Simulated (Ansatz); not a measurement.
# Al5Pd3 (Pd on 38 % of the Al sites, one arrangement): core-level shifts

What do XPS lines of Al5Pd3 (Pd on 38 % of the Al sites, one arrangement) look like, site by site? Spin–orbit coupling is left out of the bands throughout.

Program: Ansatz 0.2.0. Level of theory: DFT, r2SCAN, plane-wave PAW, default files, scalar-relativistic. Results are calculated unless marked as measured.

### 1. Set-up

The cell holds 16 atoms: 10 Al and 6 Pd. Cell: a = 6.934 Å, b = 6.934 Å, c = 6.934 Å, α = 109.5°, β = 109.5°, γ = 109.5°. It derives from Al and Pd. How the cell was made: random alloy; site: Al; solute: Pd; fraction 0.375; sites picked by the rule 'random', which a small cell need not show; lattice typed at the start.

### 2. Relaxing the atoms

Atoms near a foreign or missing neighbour move off the ideal sites, so they are relaxed first.

Contents of input.yaml:

```yaml
crystal:
  lattice:
    - [-4.003084267, 4.003084267, 4.003084267]
    - [4.003084267, -4.003084267, 4.003084267]
    - [4.003084267, 4.003084267, -4.003084267]
  atoms:
    - { symbol: Al, position: [0.0, 0.25, 0.75] }
    - { symbol: Al, position: [0.0, 0.5, 0.5] }
    - { symbol: Al, position: [0.0, 0.75, 0.25] }
    - { symbol: Pd, position: [0.25, 0.0, 0.75] }
    - { symbol: Pd, position: [0.0, 0.0, 0.0] }
    - { symbol: Al, position: [0.25, 0.25, 0.5] }
    - { symbol: Al, position: [0.25, 0.5, 0.25] }
    - { symbol: Pd, position: [0.5, 0.75, 0.75] }
    - { symbol: Al, position: [0.25, 0.75, 0.0] }
    - { symbol: Al, position: [0.5, 0.0, 0.5] }
    - { symbol: Al, position: [0.5, 0.25, 0.25] }
    - { symbol: Al, position: [0.75, 0.5, 0.75] }
    - { symbol: Pd, position: [0.5, 0.5, 0.0] }
    - { symbol: Pd, position: [0.75, 0.75, 0.5] }
    - { symbol: Pd, position: [0.75, 0.0, 0.25] }
    - { symbol: Al, position: [0.75, 0.25, 0.0] }
kpoints:
  mp_grid: { grid: [4, 4, 4] }
scf:
  occupations: { method: fermi_dirac, width: 0.08 }
  n_extra_bands: 16
hamiltonian:
  xc: r2scan
  pseudopotentials: { kind: paw }
output:
  forces: true
relax:
  f_tol: 0.04
  max_steps: 35
  cell: {}
```

Launch:

```console
ansatz run input.yaml --threads 4 --pin off --max-ram 14336MiB --backend cpu --events-out ev --progress --plain --runs-dir out
```

Numbers of over 12 decimals in the logs are rounded to 6 here.

The program printed:

```text
scf.n_extra_bands = 16 over 69 filled bands (N_el = 138.0): the run solves 85 bands
Engine: ansatz 0.2.0, x86_64-unknown-linux-gnu
Pseudopotentials: kind: paw
Pseudopotential: Al, paw, valence charge 3, recommended cutoff 500 eV (meta_gga), Al.paw.azcp
Pseudopotential: Pd, paw, valence charge 18, recommended cutoff 500 eV (meta_gga), Pd.paw.azcp
Functional definition: r2SCAN
  parameter k0 = 0.174
  parameter k1 = 0.065
  parameter a1 = 4.9479
  exchange = r2scan_x(k0 = k0, k1 = k1, a1 = a1)
  correlation = r2scan_c
Crystal: 16 atoms, lattice volume = 256.593 Å³
Basis set: ecut = 500 eV, 6531 PW (Γ), exchange–correlation on 216×216×216 points (64 copies of the dense FFT grid, shifted against one another)
Bands: 85, of which v1, the nominal top of the filled ones, is band 69 counted from 1 (68 counted from 0)
Symmetry: 1 space group operations
Space group: P1 (ITA 1), of the structure as read, at distance tolerance 6.4e-5 Å
k-points: 36 of 64 (time reversal used)
Non-local potential: Al, projectors of the file, l = 0: 2, l = 1: 2, l = 2: 1
Non-local potential: Pd, projectors of the file, l = 0: 2, l = 1: 2, l = 2: 2, l = 3: 1
PAW form: soft (Blöchl's): semilocal exchange-correlation on the pseudo side does not see the compensation charge
PAW frozen core: Al, regenerated for the run's functional (the file was generated under x = pbe(κ = 0.804, μ = 0.219515), c = pbe(β = 0.066725))
PAW frozen core: Pd, regenerated for the run's functional (the file was generated under x = pbe(κ = 0.804, μ = 0.219515), c = pbe(β = 0.066725))
PAW one-centre angular grid: Al, 302 points (default); XC on 160 Gauss nodes
PAW one-centre angular grid: Pd, 590 points (default); XC on 160 Gauss nodes
Initial density: superposition of atomic densities (neutral atoms: chi_scale 0, normalization atom), corrected by the library's trained network
Initial wavefunctions: pseudopotential atomic-orbital guess
Functional: x = r2scan, c = r2scan; τ floored in thin density (d = 2e-4 eV/Å³)
SCF iter   1: F=—  HF=-47326.036119 eV  |F-HF|=—  |Δ(HF+E_count)|=         —  Δρ=1.18e-2  dr2=5.47e-1  dr2_τ=8.79e-2  ethr=1.77e-3  ⟨swp⟩=6.1  Hψ=12279  notcnv=0  defer=60
preconditioner: auto → Kerker (q_TF=auto, 2.460 Å⁻¹)  [metal: Δε(μ)=0.030 eV  Ē_g=6.724 eV  σ=0.080 eV  W_gap=0.09  n_scr=54 (ndim 8)  ℏωp=22.0 eV  f_vac=0.000  D(μ)=5.68/eV (n_scr^D=42)]
SCF iter   2: F=—  HF=-47326.169806 eV  |F-HF|=—  |Δ(HF+E_count)|=   1.34e-1  Δρ=6.02e-3  dr2=6.71e-2  dr2_τ=1.02e-2  ethr=3.96e-4  ⟨swp⟩=2.6  Hψ=5302  notcnv=0  defer=112
SCF iter   3: F=—  HF=-47326.158117 eV  |F-HF|=—  |Δ(HF+E_count)|=   1.17e-2  Δρ=2.81e-3  dr2=3.21e-2  dr2_τ=5.13e-4  ethr=4.86e-5  ⟨swp⟩=2.4  Hψ=5281  notcnv=0  defer=112
SCF iter   4: F=—  HF=-47326.151953 eV  |F-HF|=—  |Δ(HF+E_count)|=   6.16e-3  Δρ=7.34e-4  dr2=1.80e-3  dr2_τ=1.28e-4  ethr=2.32e-5  ⟨swp⟩=2.8  Hψ=4902  notcnv=0  defer=112
SCF iter   5: F=—  HF=-47326.151953 eV  |F-HF|=—  |Δ(HF+E_count)|=   1.38e-7  Δρ=7.01e-4  dr2=1.65e-3  dr2_τ=1.49e-4  ethr=1.30e-6  ⟨swp⟩=2.0  Hψ=5338  notcnv=0  defer=112
SCF iter   6: F=—  HF=-47326.151725 eV  |F-HF|=—  |Δ(HF+E_count)|=   2.28e-4  Δρ=1.14e-4  dr2=4.13e-5  dr2_τ=1.15e-6  ethr=1.19e-6  ⟨swp⟩=2.1  Hψ=4146  notcnv=0  defer=112
SCF iter   7: F=—  HF=-47326.151633 eV  |F-HF|=—  |Δ(HF+E_count)|=   9.21e-5  Δρ=4.53e-5  dr2=4.50e-6  dr2_τ=2.47e-7  ethr=3.00e-8  ⟨swp⟩=2.0  Hψ=4469  notcnv=0  defer=112
SCF iter   8: F=—  HF=-47326.151634 eV  |F-HF|=—  |Δ(HF+E_count)|=   1.04e-6  Δρ=2.85e-5  dr2=2.44e-6  dr2_τ=1.85e-7  ethr=3.26e-9  ⟨swp⟩=2.0  Hψ=4758  notcnv=0  defer=112
SCF iter   9: F=—  HF=-47326.151634 eV  |F-HF|=—  |Δ(HF+E_count)|=   1.58e-7  Δρ=7.86e-6  dr2=1.52e-7  dr2_τ=4.09e-9  ethr=1.77e-9  ⟨swp⟩=2.4  Hψ=4543  notcnv=0  defer=112
SCF iter  10: F=-47326.151634 eV  HF=-47326.151634 eV  |F-HF|=1.73e-9  |Δ(HF+E_count)|=   1.38e-7  Δρ=1.54e-6  dr2=6.48e-9  dr2_τ=4.68e-10  ethr=7.25e-11  ⟨swp⟩=4.0  Hψ=9702  notcnv=0
SCF 1 converged in 10 iterations: F = -47326.151634 eV  dr2 = 6.48e-9
  greatest PAW one-centre occupation: 1.003 electrons in one spin orbital (limit 2), on the Pd atom at site 13 (counted from 0), in its partial waves of l = 0
relax step   1: F+E_penalty+E_count = -47326.15163429 eV  Δ(F+E_penalty+E_count) = +0.000e0 eV  max|allowed force component| = 1.286e0 eV/Å  Δτ_max = 0.0000 Å  P = -9.604 GPa  Ω = 256.593 Å³  (10 SCF iters, dr2 threshold 1.00e-7 eV, accepted)
Crystal: 16 atoms, lattice volume = 228.449 Å³
Basis set: ecut = 500 eV, 5785 PW (Γ), exchange–correlation on 216×216×216 points (64 copies of the dense FFT grid, shifted against one another)
Initial density: handed on by an earlier stage of this run
Initial wavefunctions: those handed on with the density
iter 1 solved again at ethr=2.78e-3 eV; its pass at ethr=3.10e-3 eV (dr2=3.84e0 eV) is discarded
SCF iter   1: F=—  HF=-47327.591539 eV  |F-HF|=—  |Δ(HF+E_count)|=         —  Δρ=3.25e-2  dr2=3.85e0  dr2_τ=1.11e1  ethr=2.78e-3  ⟨swp⟩=2.8  Hψ=14971  notcnv=0
preconditioner: auto → Kerker (q_TF=auto, 2.508 Å⁻¹)  [metal: Δε(μ)=0.023 eV  Ē_g=7.392 eV  σ=0.080 eV  W_gap=0.07  n_scr=54 (ndim 8)  ℏωp=23.3 eV  f_vac=0.000  D(μ)=5.05/eV (n_scr^D=34)]
SCF iter   2: F=—  HF=-47327.693633 eV  |F-HF|=—  |Δ(HF+E_count)|=   1.02e-1  Δρ=1.24e-2  dr2=1.94e-1  dr2_τ=8.32e-2  ethr=2.78e-3  ⟨swp⟩=2.2  Hψ=4831  notcnv=0  defer=3
SCF iter   3: F=—  HF=-47327.692856 eV  |F-HF|=—  |Δ(HF+E_count)|=   7.77e-4  Δρ=6.44e-3  dr2=6.48e-2  dr2_τ=4.74e-3  ethr=1.41e-4  ⟨swp⟩=2.9  Hψ=6062  notcnv=0  defer=88
SCF iter   4: F=—  HF=-47327.694204 eV  |F-HF|=—  |Δ(HF+E_count)|=   1.35e-3  Δρ=1.59e-3  dr2=7.04e-3  dr2_τ=8.00e-4  ethr=4.69e-5  ⟨swp⟩=2.1  Hψ=4540  notcnv=0  defer=88
SCF iter   5: F=—  HF=-47327.693587 eV  |F-HF|=—  |Δ(HF+E_count)|=   6.17e-4  Δρ=5.83e-4  dr2=9.77e-4  dr2_τ=9.18e-5  ethr=5.10e-6  ⟨swp⟩=2.1  Hψ=5186  notcnv=0  defer=88
SCF iter   6: F=—  HF=-47327.693483 eV  |F-HF|=—  |Δ(HF+E_count)|=   1.04e-4  Δρ=1.80e-4  dr2=1.11e-4  dr2_τ=6.91e-6  ethr=7.08e-7  ⟨swp⟩=2.6  Hψ=5193  notcnv=0  defer=88
SCF iter   7: F=—  HF=-47327.693495 eV  |F-HF|=—  |Δ(HF+E_count)|=   1.19e-5  Δρ=5.36e-5  dr2=8.91e-6  dr2_τ=5.82e-7  ethr=8.01e-8  ⟨swp⟩=2.5  Hψ=4344  notcnv=0  defer=88
SCF iter   8: F=—  HF=-47327.693495 eV  |F-HF|=—  |Δ(HF+E_count)|=   3.31e-7  Δρ=3.91e-5  dr2=4.48e-6  dr2_τ=4.21e-7  ethr=1.16e-9  ⟨swp⟩=4.0  Hψ=9835  notcnv=0
SCF iter   9: F=-47327.693494 eV  HF=-47327.693494 eV  |F-HF|=6.04e-10  |Δ(HF+E_count)|=   5.94e-7  Δρ=9.70e-6  dr2=2.06e-7  dr2_τ=1.33e-8  ethr=1.16e-9  ⟨swp⟩=2.8  Hψ=10485  notcnv=0
SCF 2 converged in 9 iterations: F = -47327.693494 eV  dr2 = 2.06e-7
[...]
relax step   3: F+E_penalty+E_count = -47327.93205676 eV  Δ(F+E_penalty+E_count) = -2.386e-1 eV  max|allowed force component| = 1.668e-1 eV/Å  Δτ_max = 0.0610 Å  P = -0.936 GPa  Ω = 239.202 Å³  energy of the carried Pulay correction = +1.176e-2 eV  (8 SCF iters, dr2 threshold 1.60e-6 eV, accepted)
[...]
relax step   4: F+E_penalty+E_count = -47327.92770568 eV  Δ(F+E_penalty+E_count) = +4.351e-3 eV  max|allowed force component| = 1.792e-1 eV/Å  Δτ_max = 0.1264 Å  P = +0.550 GPa  Ω = 237.227 Å³  energy of the carried Pulay correction = +1.314e-2 eV  (8 SCF iters, dr2 threshold 1.60e-6 eV, rejected (line search))
[...]
relax step   5: F+E_penalty+E_count = -47327.96321536 eV  Δ(F+E_penalty+E_count) = -3.116e-2 eV  max|allowed force component| = 4.426e-2 eV/Å  Δτ_max = 0.0632 Å  P = +0.039 GPa  Ω = 237.855 Å³  energy of the carried Pulay correction = +1.270e-2 eV  (12 SCF iters, accepted)
[...]
relax step   6: F+E_penalty+E_count = -47327.96567711 eV  Δ(F+E_penalty+E_count) = -2.462e-3 eV  max|allowed force component| = 2.117e-2 eV/Å  Δτ_max = 0.0185 Å  P = +0.013 GPa  Ω = 237.989 Å³  energy of the carried Pulay correction = +1.261e-2 eV  (8 SCF iters, dr2 threshold 2.41e-7 eV, accepted)
[...]
relax step   7: F+E_penalty+E_count = -47327.96590000 eV  Δ(F+E_penalty+E_count) = -2.229e-4 eV  max|allowed force component| = 8.240e-3 eV/Å  Δτ_max = 0.0051 Å  P = +0.001 GPa  Ω = 238.002 Å³  energy of the carried Pulay correction = +1.260e-2 eV  (8 SCF iters, dr2 threshold 7.70e-9 eV, accepted)
Basis set: ecut = 500 eV, 6043 PW (Γ), exchange–correlation on 200×200×216 points (64 copies of the dense FFT grid, shifted against one another)
Initial wavefunctions: pseudopotential atomic-orbital guess (no wavefunctions were taken with the density)
iter 1 solved again at ethr=2.19e-7 eV; its pass at ethr=3.10e-3 eV (dr2=3.03e-4 eV) is discarded
SCF iter   1: F=—  HF=-47327.955549 eV  |F-HF|=—  |Δ(HF+E_count)|=         —  Δρ=2.48e-4  dr2=1.86e-5  dr2_τ=1.48e-4  ethr=2.19e-7  ⟨swp⟩=3.0  Hψ=19499  notcnv=0
SCF iter   2: F=—  HF=-47327.955587 eV  |F-HF|=—  |Δ(HF+E_count)|=   3.83e-5  Δρ=1.30e-4  dr2=7.54e-6  dr2_τ=6.08e-6  ethr=1.35e-8  ⟨swp⟩=2.9  Hψ=5837  notcnv=0
SCF iter   3: F=—  HF=-47327.955476 eV  |F-HF|=—  |Δ(HF+E_count)|=   1.11e-4  Δρ=3.53e-5  dr2=2.28e-6  dr2_τ=5.25e-7  ethr=5.46e-9  ⟨swp⟩=2.0  Hψ=4540  notcnv=0
SCF iter   4: F=—  HF=-47327.955476 eV  |F-HF|=—  |Δ(HF+E_count)|=   4.32e-8  Δρ=6.93e-6  dr2=5.41e-8  dr2_τ=1.25e-8  ethr=1.65e-9  ⟨swp⟩=2.9  Hψ=5952  notcnv=0
SCF iter   5: F=—  HF=-47327.955476 eV  |F-HF|=—  |Δ(HF+E_count)|=   5.18e-8  Δρ=1.99e-6  dr2=1.06e-8  dr2_τ=1.56e-9  ethr=3.92e-11  ⟨swp⟩=2.0  Hψ=5179  notcnv=0
SCF iter   6: F=—  HF=-47327.955476 eV  |F-HF|=—  |Δ(HF+E_count)|=  2.76e-10  Δρ=8.44e-7  dr2=1.98e-9  dr2_τ=1.73e-10  ethr=7.65e-12  ⟨swp⟩=2.2  Hψ=5080  notcnv=0
SCF iter   7: F=-47327.955476 eV  HF=-47327.955476 eV  |F-HF|=6.55e-11  |Δ(HF+E_count)|=  3.13e-10  Δρ=2.17e-7  dr2=1.23e-10  dr2_τ=3.19e-12  ethr=1.00e-12  ⟨swp⟩=3.0  Hψ=11350  notcnv=0
SCF 8 converged in 7 iterations: F = -47327.955476 eV  dr2 = 1.23e-10
relax step   8: F+E_penalty+E_count = -47327.95547632 eV  Δ(F+E_penalty+E_count) = +1.042e-2 eV  max|allowed force component| = 8.329e-3 eV/Å  Δτ_max = 0.0000 Å  P = -0.027 GPa  Ω = 238.002 Å³  stress off target by 4.55e-2 GPa  SCF on the basis re-selected at this cell (its energy is not comparable with the rows above)  (7 SCF iters)
basis re-selected at this cell: Δ(F+E_penalty+E_count) = +1.042e-2 eV, ΔP = -0.028 GPa vs the last step (what re-selecting the basis moved, of the pressure what is left beyond the Pulay correction that the steps carried, after the strain that the cell walked since its last selection, with what the two solves' SCF thresholds leave and, on support functions, any second-order correction that the steps lacked; it is no measure of the basis error at this ecutwfc). The dense FFT grid was sized anew with the basis: this SCF ran on 50×50×54 points, the steps before it on 54×54×54, so part of this shift can come from that change (see relax.cell in the input reference). [rest of the remark cut]
SCF converged after 7 iterations
Free energy (F): -47327.955476 eV
Harris-Foulkes:  -47327.955476 eV  (|F-HF|=6.55e-11)
Internal energy: -47327.862935 eV  (E = F + TS)
E sigma→0 (E₀):  -47327.909206 eV
Entropy (-TS):   -0.092541 eV (-5.784 meV/atom)
Fermi energy:    13.268592 eV
--- Per-component energies (eV) ---
  E_band       = -1491.966905
  E_kinetic    = 3337.024175
  E_local      = -18652.623194  (includes V_loc(G=0)·N_el)
  E_nonlocal   = 1391.587381
  E_hartree    = 8079.081705
  E_xc         = -1339.266608
  E_vxc        = -1727.919554  (∫ρ·V_xc dr)
  E_paw        = -27361.662475  (= ΣΔE_a)
  E_vpaw       = -2117.895100  (= ΣTr[D̂ρ^β])
  E_aug_tail   = 0.000644  (compensation charges beyond the density's cutoff)
  E_vtau       = 119.695482  (kinetic-family band-sum trace: ∫τ·v_τ [+ j·A + Jᵃ·Aᵃ] dr)
  E_ewald      = -12778.690963
  E_core_change = -3.313600  (= ΣΔE_core)
  E_smearing   = -0.092541  (= −TS)
  E_closure    = -0.000000  (closes the sum)
  Σ components = -47327.955476   (vs F -47327.955476, Δ=0.00e0)
--- Forces (eV/Å), atoms counted from 1 ---
  atom   1  Al    -0.00532014     0.00132321     0.00368572
  atom   2  Al    -0.00152474     0.00108974    -0.00238686
  atom   3  Al     0.00250944    -0.00357804     0.00096200
  atom   4  Pd     0.00002489     0.00182913    -0.00136190
  atom   5  Pd    -0.00087857    -0.00044730     0.00262321
  atom   6  Al     0.00157211    -0.00186626     0.00117047
  atom   7  Al    -0.00596466     0.00562051    -0.00247867
  atom   8  Pd    -0.00027037    -0.00022872     0.00197044
  atom   9  Al     0.00110402    -0.00240130     0.00406216
  atom  10  Al     0.00073621    -0.00091246    -0.00213235
  atom  11  Al     0.00561321    -0.00534342     0.00337883
  atom  12  Al     0.00099172     0.00013412    -0.00048264
  atom  13  Pd     0.00162651     0.00058592     0.00083305
  atom  14  Pd     0.00365726    -0.00074040    -0.00056394
  atom  15  Pd    -0.00832851     0.00315967    -0.00378790
  atom  16  Al     0.00445462     0.00177731    -0.00549445
  max |Σ_I F_I| component: 3.00e-6 eV/Å
--- Stress (GPa, compression-positive) ---
       -0.018387       0.014232      -0.007895
        0.014232      -0.035417       0.002339
       -0.007895       0.002339      -0.026740
  P = ⅓ Tr σ = -0.0268 GPa (-0.268 kbar)
--- Relaxed structure (7 steps of the walk, 6 accepted, 1 SCFs on fresh bases) ---
  F+E_penalty+E_count = -47327.95547632 eV   max|allowed force component| = 8.329e-3 eV/Å   (the final SCF, on the basis selected at the relaxed cell)
  cell:  # Å, volume = 238.0020 Å³
    - [-3.929013, 3.785691, 3.931831]
    - [3.856548, -3.759065, 3.832740]
    - [4.096685, 3.926737, -3.905205]
  atoms:
    - { symbol: Al, position: [0.00242328, 0.228073, 0.752787] }
    - { symbol: Al, position: [0.00503521, 0.514127, 0.508736] }
    - { symbol: Al, position: [-0.033033, 0.750991, 0.245265] }
    - { symbol: Pd, position: [0.241074, -0.00822306, 0.717911] }
    - { symbol: Pd, position: [0.034369, 0.016806, 0.032788] }
    - { symbol: Al, position: [0.255317, 0.253385, 0.508503] }
    - { symbol: Al, position: [0.251289, 0.506754, 0.248100] }
    - { symbol: Pd, position: [0.480455, 0.725562, 0.725406] }
    - { symbol: Al, position: [0.275203, 0.758566, -0.00859146] }
    - { symbol: Al, position: [0.508566, -0.00168305, 0.505943] }
    - { symbol: Al, position: [0.500022, 0.256585, 0.245815] }
    - { symbol: Al, position: [0.755398, 0.523416, 0.762092] }
    - { symbol: Pd, position: [0.494408, 0.488352, -0.00210883] }
    - { symbol: Pd, position: [0.737153, 0.727230, 0.490964] }
    - { symbol: Pd, position: [0.758419, 0.039796, 0.277307] }
    - { symbol: Al, position: [0.733900, 0.220263, -0.010918] }
```

It took 2.1 min on 4 threads of Intel Xeon 6975P-C (Granite Rapids), shared host; peak memory 1.8 GiB; 8.2 min of CPU time.

Step by step:

| step | energy less that of the first step (eV) | largest force component (eV/Å) | pressure (GPa) | volume (Å³) |
| --- | --- | --- | --- | --- |
| 1 | 0.0000 | 1.2856 | -9.60 | 256.59 |
| 2 | -1.5419 | 0.4546 | 5.86 | 228.45 |
| 3 | -1.7804 | 0.1668 | -0.94 | 239.20 |
| 4 | -1.7761 | 0.1792 | 0.55 | 237.23 |
| 5 | -1.8116 | 0.0443 | 0.04 | 237.86 |
| 6 | -1.8140 | 0.0212 | 0.01 | 237.99 |
| 7 | -1.8143 | 0.0082 | 0.00 | 238.00 |
| 8* | -1.8038 | 0.0083 | -0.03 | 238.00 |

Relaxation steps marked * repeat the geometry before them on a plane-wave basis chosen anew for their cell, so energy and pressure can jump there. Relaxation step 4 was tried and not accepted.

| cell as run | before | after | change |
| --- | --- | --- | --- |
| a (Å) | 6.934 | 6.725 | -3.0 % |
| b (Å) | 6.934 | 6.610 | -4.7 % |
| c (Å) | 6.934 | 6.889 | -0.6 % |
| α (°) | 109.47 | 107.81 | -1.5 % |
| β (°) | 109.47 | 110.98 | +1.4 % |
| γ (°) | 109.47 | 108.78 | -0.6 % |
| volume (Å³/atom) | 16.04 | 14.88 | -7.2 % |

The atoms that moved most (Å, as changes of fractional coordinates times the final cell):

| atom | dx | dy | dz | length |
| --- | --- | --- | --- | --- |
| Pd15 | 0.232 | -0.010 | 0.079 | 0.246 |
| Pd5 | 0.064 | 0.196 | 0.072 | 0.218 |
| Al3 | 0.114 | -0.147 | -0.108 | 0.215 |
| Al9 | -0.101 | 0.029 | 0.165 | 0.196 |
| Pd4 | -0.128 | -0.129 | 0.059 | 0.191 |
| Al16 | -0.096 | 0.008 | -0.135 | 0.166 |
| Pd8 | -0.118 | -0.079 | -0.074 | 0.160 |
| Al1 | -0.083 | 0.103 | -0.085 | 0.157 |

This step gave:

| Item | Value |
| --- | --- |
| free energy | -47327.9555 eV |
| energy at zero smearing | -47327.9092 eV |
| smearing term TS | 0.09254 eV |
| Fermi energy | 13.27 eV |
| symmetry operations | 1 |
| pressure | -0.02685 GPa |

The relaxation ends with a largest force component of 0.0083 eV/Å and a pressure of -0.03 GPa.

[end of part 1 of 3]

[Logs are printed without paths, hosts, clocks, repeated set-up lines and the standing remarks that a program may print on its own settings, such as how far it seeks lower states.]

[Hosts, paths, dates, database ids (printed as entryN), source tags and the programs' standing remarks are cut or masked in the printed files.]

[Maps of the electrostatic potential energy from Ansatz leave out the sawtooth potential of an applied field or a dipole correction, so their vacuum need not be flat; work functions include it.]
